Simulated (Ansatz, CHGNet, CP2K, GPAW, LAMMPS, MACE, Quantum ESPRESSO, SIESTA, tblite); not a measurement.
## Glassy 85GeO2-15Li2O (mol %) (78 atoms): runs against a plane-wave reference

Density of this cell: 3.66 g/cm³. The cell holds 78 atoms: 22 Ge, 8 Li and 48 O. Cell: a = 10.316 Å, b = 10.316 Å, c = 10.316 Å, α = 90.0°, β = 90.0°, γ = 90.0°. 78 atoms (22 Ge, 8 Li, 48 O) placed at random at 3.6 g/cm³, melted at 4000 K for 10 ps at fixed volume with the Morse and Coulomb pair potential with partial charges (Pedone, Malavasi, Menziani, Cormack and Segre, J. Phys. Chem. B 110, 11780 (2006)). Quenched from 4000 K to 300 K at 10 K/ps and fixed volume, held 10 ps at zero pressure.

Geometry: as built.

The reference, a calculation:

| Item | Value |
| --- | --- |
| method | Kohn-Sham DFT, PBE, PAW, plane waves (Ansatz 0.2.0); cutoff 420 eV, Γ point, fermi-dirac smearing of 0.05 eV; PAW set soft_2 |
| r.m.s. force component | 1.18 eV/Å |
| longest force | 4.805 eV/Å |
| pressure | 6.972 GPa |
| gap (highest filled to lowest empty level) | 1.041 eV |
| SCF cycles | 9 |
| time | 7 s on 8 threads of Arm Neoverse V2, shared host |
| CPU time | 51 s |

Q: Estimate the differences from the reference, the CPU time and the memory of each run.
- CP2K PBE, DZVP-MOLOPT (SR for Ge, Li), 600/50 Ry, diagonalisation (CP2K 2026.2; 4 MPI ranks)
- GPAW PBE, LCAO dzp, h 0.18 Å (GPAW 26.7.0; 1 thread)
- SIESTA PBE, DZP, shift 0.01 Ry, mesh 150 Ry (SIESTA 5.4.2; 1 thread)
- CP2K PBE, DZVP-MOLOPT-SR, 600/20 Ry, diagonalisation (CP2K 2026.2; 2 threads)
- GPAW PBE, LCAO dzp, h 0.22 Å (GPAW 26.7.0; 1 thread)
- SIESTA PBE, SZP, shift 0.01 Ry, mesh 500 Ry (SIESTA 5.4.2; 2 MPI ranks)
- SIESTA PBE, SZ, shift 0.02 Ry, mesh 500 Ry (SIESTA 5.4.2; 1 thread)
- CP2K PBE, SZV-MOLOPT-SR, 600/50 Ry, TRS4 filter 1e-04, SCF 1e-05 (CP2K 2026.2; 1 thread)
- CP2K PBE, DZVP-MOLOPT-SR, 300/50 Ry, diagonalisation (CP2K 2026.2; 2 threads)
- SIESTA PBE, DZP, shift 0.04 Ry, mesh 500 Ry (SIESTA 5.4.2; 2 MPI ranks)

Differences are against the plane-wave reference, forces as r.m.s. over components; share is that over the reference's r.m.s. force, slope the least-squares factor from reference forces to these. Total energies of different programs have different zeros and aren't compared.

```csv
run,"Δ force, r.m.s. (meV/Å)",share (%),slope,Δ pressure (GPa),Δ gap (eV),cores,CPU time,memory (GiB)
reference,-,-,-,-,-,8,51 s,1.5
"CP2K PBE, DZVP-MOLOPT (SR for Ge, Li), 600/50 Ry, diagonalisation",100.0,8.47,0.992,0.407,-0.222,4,7.2 min,4.8
"GPAW PBE, LCAO dzp, h 0.18 Å",461,39.0,1.314,-,-0.222,1,89 s,1.3
"SIESTA PBE, DZP, shift 0.01 Ry, mesh 150 Ry (coarse)",381,32.3,1.222,6.99,-0.345,1,64 s,0.56
"CP2K PBE, DZVP-MOLOPT-SR, 600/20 Ry, diagonalisation (coarse)",169,14.4,0.999,1.32,-0.231,2,2 min,3.0
"GPAW PBE, LCAO dzp, h 0.22 Å (coarse)",476,40.3,1.317,-,-0.224,1,64 s,0.85
"SIESTA PBE, SZP, shift 0.01 Ry, mesh 500 Ry (coarse)",522,44.2,1.316,7.93,-0.440,2,4.2 min,1.9
"SIESTA PBE, SZ, shift 0.02 Ry, mesh 500 Ry (coarse)",396,33.6,1.171,1.62,-,1,2.3 min,0.78
"CP2K PBE, SZV-MOLOPT-SR, 600/50 Ry, TRS4 filter 1e-04, SCF 1e-05 (coarse)",375,31.8,1.203,10.0,-,1,33 s,1.4
"CP2K PBE, DZVP-MOLOPT-SR, 300/50 Ry, diagonalisation (coarse)",139,11.8,0.999,0.389,-0.232,2,1.8 min,1.4
"SIESTA PBE, DZP, shift 0.04 Ry, mesh 500 Ry (coarse)",187,15.8,1.080,-8.47,-0.308,2,2.5 min,1.4
```

Rows marked coarse were listed beforehand as settings not expected to be converged; some can still land near the reference.

CPU time is summed over cores on a shared host, where runs went side by side, so it is rough. Symmetry, cutoffs, thresholds, outputs and thread counts weren't matched or tuned between programs; memory under MPI is the largest rank's times the ranks.

The PBE runs in local orbitals, coarse settings apart, differ by 8.5 % (CP2K PBE, DZVP-MOLOPT (SR for Ge, Li), 600/50 Ry, diagonalisation) to 39 % (GPAW PBE, LCAO dzp, h 0.18 Å); basis, grid and potentials can all enter. Runs with settings chosen to be coarse differ by 12 % (CP2K PBE, DZVP-MOLOPT-SR, 300/50 Ry, diagonalisation) to 44 % (SIESTA PBE, SZP, shift 0.01 Ry, mesh 500 Ry), their programs' other errors included. None of the electronic-structure runs in the table takes under half the reference's CPU time of 51 s; they take 0.64 to 8.5 times as much. GPAW PBE, LCAO dzp, h 0.22 Å stiffens the forces by a factor of 1.32 while following their directions (correlation 0.983); the slopes of the 2 GPAW runs lie between 1.31 and 1.32. The network of bonds at the start is that of the classical potential that made the cell, and needn't be the one that DFT or experiment would give. The electronic-structure runs sample only Γ, in a cell whose shortest periodic width is 10 Å.

[Logs are printed without paths, hosts, clocks, repeated set-up lines and the standing remarks that a program may print on its own settings, such as how far it seeks lower states.]

[Hosts, paths, dates, database ids (printed as entryN), source tags and the programs' standing remarks are cut or masked in the printed files.]
